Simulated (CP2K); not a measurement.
Two runs for the C K edge of 2-formylpyridine. Run A: CP2K XAS_TDP, all-electron GAPW, PBEh(45%), aug-cc-pVDZ, TDA, no relativity. Run B differs in one setting.

First lines with a strength over 0.0015. A:

| atom | energy (eV) | states | strength, one atom |
| --- | --- | --- | --- |
| C2 (bonded to C, O and H) | 281.29 | 1 | 0.0609 |
|  | 285.86 | 1 | 0.0029 |
|  | 286.47 | 1 | 0.0083 |
|  | 286.98 | 1 | 0.0143 |
|  | 287.55 | 1 | 0.0021 |
| C3 (bonded to 2 C and N) | 281.45 | 1 | 0.0383 |
|  | 284.82 | 1 | 0.0215 |
|  | 287.28 | 1 | 0.0017 |
|  | 288.20 | 1 | 0.0068 |
|  | 288.22 | 1 | 0.0049 |
| C4 (bonded to 2 C and H) | 280.91 | 1 | 0.0496 |
|  | 282.56 | 1 | 0.0020 |
|  | 284.96 | 1 | 0.0077 |
|  | 285.81 | 1 | 0.0049 |
|  | 286.44 | 1 | 0.0034 |
| C5 (bonded to 2 C and H) | 281.17 | 1 | 0.0537 |
|  | 284.83 | 1 | 0.0123 |
|  | 285.96 | 1 | 0.0032 |
|  | 286.02 | 1 | 0.0020 |
|  | 286.22 | 1 | 0.0017 |
| C6 (bonded to 2 C and H) | 281.03 | 1 | 0.0485 |
|  | 284.62 | 1 | 0.0126 |
|  | 285.46 | 1 | 0.0091 |
|  | 286.00 | 1 | 0.0029 |
|  | 286.89 | 1 | 0.0015 |
| C7 (bonded to C, N and H) | 281.75 | 1 | 0.0558 |
|  | 285.41 | 1 | 0.0119 |
|  | 286.22 | 1 | 0.0040 |
|  | 286.43 | 1 | 0.0034 |
|  | 287.04 | 1 | 0.0040 |

B:

| atom | energy (eV) | states | strength, one atom |
| --- | --- | --- | --- |
| C2 (bonded to C, O and H) | 288.00 | 1 | 0.0594 |
|  | 292.57 | 1 | 0.0029 |
|  | 293.18 | 1 | 0.0081 |
|  | 293.68 | 1 | 0.0140 |
|  | 294.26 | 1 | 0.0021 |
| C3 (bonded to 2 C and N) | 286.95 | 1 | 0.0376 |
|  | 290.32 | 1 | 0.0210 |
|  | 292.78 | 1 | 0.0017 |
|  | 293.70 | 1 | 0.0067 |
|  | 293.72 | 1 | 0.0048 |
| C4 (bonded to 2 C and H) | 286.66 | 1 | 0.0486 |
|  | 288.31 | 1 | 0.0020 |
|  | 290.71 | 1 | 0.0075 |
|  | 291.56 | 1 | 0.0049 |
|  | 292.19 | 1 | 0.0034 |
| C5 (bonded to 2 C and H) | 287.06 | 1 | 0.0526 |
|  | 290.72 | 1 | 0.0121 |
|  | 291.85 | 1 | 0.0031 |
|  | 291.91 | 1 | 0.0020 |
|  | 292.11 | 1 | 0.0016 |
| C6 (bonded to 2 C and H) | 286.76 | 1 | 0.0475 |
|  | 290.36 | 1 | 0.0123 |
|  | 291.19 | 1 | 0.0089 |
|  | 291.73 | 1 | 0.0028 |
|  | 292.62 | 1 | 0.0015 |
| C7 (bonded to C, N and H) | 287.51 | 1 | 0.0547 |
|  | 291.18 | 1 | 0.0116 |
|  | 291.99 | 1 | 0.0039 |
|  | 292.19 | 1 | 0.0033 |
|  | 292.80 | 1 | 0.0039 |

**Question.** Which was it: the functional, the basis, GW2X switched on, scalar relativity switched on?

GW2X switched on. GW2X shifts an atom's lines together and keeps their spacings. Against PBEh(45%) in aug-cc-pVDZ, the leading lines move by +6.71 eV (C2, to 288.00), +5.50 eV (C3, to 286.95), +5.75 eV (C4, to 286.66), +5.89 eV (C5, to 287.06), +5.73 eV (C6, to 286.76) and +5.76 eV (C7, to 287.51).

[Hosts, paths, dates, database ids (printed as entryN), source tags and the programs' standing remarks are cut or masked in the printed files.]
